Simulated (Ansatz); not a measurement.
The compound is ReCl2 (1T sheet).

The cell holds 3 atoms: 1 Re and 2 Cl. Its edges and angles: a = 3.595 Å, b = 3.595 Å, c = 30.112 Å, α = 90.0°, β = 90.0°, γ = 120.0°. Vacuum lies along c.

```
Re Cl
1.0
     2.54202   -2.54202    0.00000
    -2.54202    0.00000   -2.54202
    17.38504   17.38504  -17.38504
Re Cl
1 2
Cartesian
  5.5298 5.5298 -5.5298
  5.3480 5.3480 -7.8900
  5.7116 3.1696 -5.7116
```

The structure was relaxed with LDA. The structure was generated from a model, not taken from a measurement. The runs that relaxed it are not among those shown. The program's search for lower electronic states was switched off, so nothing shows that the state found is the lowest. Spin-orbit coupling is left out unless a run names it. PAW set soft_2, made with PBE.

A constrained-RPA run (Ansatz 0.2.0; non-magnetic LDA; Re d + anion p, bands v9 to c2, 6×6×1 mesh, medium accuracy) builds 11 functions on bands 12 eV wide, with 17.0 electrons in the window. The bare on-site interaction is 12.7 eV and the bare J 0.48 eV.

Q: Estimate U, U′ and J.

On the Re d shell, U = 5.49 eV (43 % of the bare value), U′ = 4.74 eV, J = 0.35 eV.

The parent state is non-magnetic and the interaction static (zero frequency); U depends on the window and the orbitals, so it belongs to this model alone. Spin-orbit coupling, which is strong for atoms this heavy, is left out. A window that holds the anion p bands defines a model with explicit ligands; its U belongs to that model and is not the U of DFT+U.

[Paths, hosts, dates, memory and timing lines, banners, echoed tables and standing remarks are left out of the program output.]

[Logs are printed without paths, hosts, clocks, repeated set-up lines and the standing remarks that a program may print on its own settings, such as how far it seeks lower states.]

[Runs of the session that timed out or met a known fault of the program may be left out.]

[Hosts, paths, dates, database ids (printed as entryN), source tags and the programs' standing remarks are cut or masked in the printed files.]
